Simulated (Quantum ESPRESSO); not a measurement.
The Si K edge of atom 1 in SiO2 (Quartz, P3_121), with 4 O at 1.61 Å (tetrahedral, site symmetry 2), was computed in 3 ways: excited-electron core hole (neutral cell), full core hole (charged cell) and no core hole. Program and functional: Quantum ESPRESSO XSpectra, PBE, Lorentzian half width 0.4 eV; cells of 9 atoms.

Each run is counted from its own lowest empty level or Fermi level and scaled to a mean of 1 over its first 20 eV. (XSpectra's own axis starts at xe0, in the gap; it has been shifted.)

```tsv
E (eV)	run 1	run 2	run 3
-2.0	0.03	0.06	0.05
-1.0	0.04	0.09	0.08
0.0	0.06	0.16	0.14
1.0	0.11	0.43	0.31
2.0	0.26	1.81	1.19
3.0	0.90	4.49	3.90
4.0	1.59	1.10	1.46
5.0	1.44	0.62	0.79
6.0	1.34	0.60	0.77
7.0	0.97	0.57	0.64
8.0	0.85	0.57	0.65
9.0	1.26	0.86	0.97
10.0	1.15	0.86	0.86
11.0	1.09	0.76	0.82
12.0	1.07	0.80	0.82
13.0	1.07	0.80	0.86
14.0	0.98	0.78	0.78
15.0	1.05	0.79	0.75
16.0	0.99	0.81	0.81
17.0	0.91	0.86	0.84
18.0	0.92	0.95	0.95
19.0	1.13	1.12	1.12
20.0	1.36	1.13	1.18
21.0	1.29	0.96	1.08
22.0	1.49	0.84	0.97
23.0	1.48	0.72	0.82
24.0	1.30	0.64	0.70
25.0	1.30	0.65	0.73
26.0	1.41	0.60	0.65
27.0	1.38	0.54	0.60
28.0	1.27	0.52	0.57
29.0	1.14	0.49	0.53
30.0	1.01	0.44	0.47
31.0	0.75	0.38	0.39
32.0	0.74	0.40	0.42
```

Question: Which run is which?

Run 1: no core hole (area from −2 to 6 eV 5.2, main maxima 4.5 eV (1.65), 9.4 eV (1.46), 20.0 eV (1.37) and 22.2 eV (1.54)). Run 2: full core hole (charged cell) (area from −2 to 6 eV 8.8, main maxima 2.9 eV (4.65), 6.5 eV (0.67), 9.4 eV (0.96) and 20.1 eV (1.13)). Run 3: excited-electron core hole (neutral cell) (area from −2 to 6 eV 8.3, main maxima 3.0 eV (3.92), 9.2 eV (1.01), 13.1 eV (0.87) and 20.0 eV (1.18)). With each curve scaled to its own mean, the area from −2 to 6 eV with the hole is 8.8 against 5.2, and the centre of weight from −1 to 20 eV moves by -1.8 eV: the hole pulls the absorber's empty states down.

[Banner, clock and machine lines of the logs are left out without a mark of their own.]

[Logs are printed without paths, hosts, clocks, repeated set-up lines and the standing remarks that a program may print on its own settings, such as how far it seeks lower states.]

[Hosts, paths, dates, database ids (printed as entryN), source tags and the programs' standing remarks are cut or masked in the printed files.]

[Lists of maxima count a maximum above −3 eV only where it reaches 4 % of the highest in the window and stands out from its surroundings by 2 % of it (1.5 % where it reaches 55 %); shoulders and weaker maxima are passed over, and of the rest the first, up to two pre-edge ones and the few strongest are named.]
